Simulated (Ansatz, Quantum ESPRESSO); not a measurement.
## Si (diamond): bulk modulus from a few volumes

How stiff is diamond Si under hydrostatic load? Each row scales the relaxed cell evenly and relaxes the atoms. The phase is followed to these pressures whether or not it stays the stable one.

Calculated with Quantum ESPRESSO 7.5, PBEsol, PseudoDojo 0.4.1 norm-conserving potentials, cutoff 1170 eV, Fermi–Dirac smearing 0.02 eV, k-mesh 9×9×9, no spin polarisation, no spin-orbit coupling.

Reference cell, relaxed at zero pressure with PBEsol (Fd-3m): a = 3.8404 Å, b = 3.8404 Å, c = 3.8404 Å, α = 60.00°, β = 60.00°, γ = 60.00°.

```csv
atom,x,y,z
Si,0.5000,0.5000,0.5000
Si,0.7500,0.7500,0.7500
```

| V (Å³/atom) | V/V0 | P (GPa) | E − E0 (meV/atom) |
| --- | --- | --- | --- |
| 18.8237 | 0.9400 | 6.585 | 23.4 |
| 19.2242 | 0.9600 | 4.160 | 10.1 |
| 19.6247 | 0.9800 | 1.974 | 2.4 |
| 20.4257 | 1.0200 | −1.771 | 2.2 |
| 20.8262 | 1.0400 | −3.368 | 8.7 |

V0 = 20.0252 Å³ an atom, where the residual pressure P0 is +0.003 GPa. **Question.** Fit the Birch–Murnaghan law and give the pressure and the energy at V = 21.2267 Å³ an atom, a row left out above.

With the Eulerian strain f = ½[(V0/V)^(2/3) − 1] and F = (P − P0)/[3f(1 + 2f)^(5/2)], the third-order law is the line F = B0 + (3/2) B0 (B′ − 4) f.

```csv
f,F (GPa)
0.02106,93.99
0.01379,93.85
0.00678,93.70
−0.00656,93.20
−0.01290,92.96
```

A straight line through the 5 rows: the means are 0.004434 for f and 93.54 for F, Σ(Δx)² = 0.0007908 and ΣΔxΔy = 0.02455, so the slope is 0.02455/0.0007908 = 31.043 and the intercept 93.54 − (31.043)(0.004434) = 93.402.

Hence B0 = 93.4 GPa and B′ = 4 + (31.0)/(1.5 × 93.4) = 4.22. For the withheld volume f = −0.01905, F = 92.81 GPa and P = −4.81 GPa, an extrapolation past the fitted rows. The run itself gives −4.80 GPa, so the estimate misses by 0.01 GPa, a rounding's worth.

Integrating the same law gives E − E0 = (9/2) B0 V0 f²[1 + (B′ − 4) f] + P0(V0 − V), with 1 GPa Å³ = 6.2415 meV: 19.0 meV an atom. The run itself gives 18.9 meV, so the estimate misses by 0.1 meV, a rounding's worth.

The same fit over all rows at other levels or in other programs gives B0 = 97 GPa with r2SCAN (Ansatz), 94 GPa with PBEsol (Quantum ESPRESSO, GBRV) and 97 GPa with LDA (Quantum ESPRESSO, GBRV).

Measured volume: 20.023 Å³ an atom (doi:10.1107/S0021889875010965, 298.15 K), so V0 is 0.0 % off. A stiffness follows the volume as d ln B/d ln V = −B′, which moves B0 by about 0 % when it is taken at the measured volume.

Measured bulk modulus: 97.6 GPa (arxiv:1007.2730), against 93 GPa here (−4 %).

The calculation is for a static lattice, while measurements hold thermal and zero-point motion.

[Logs are printed without paths, hosts, clocks, repeated set-up lines and the standing remarks that a program may print on its own settings, such as how far it seeks lower states.]
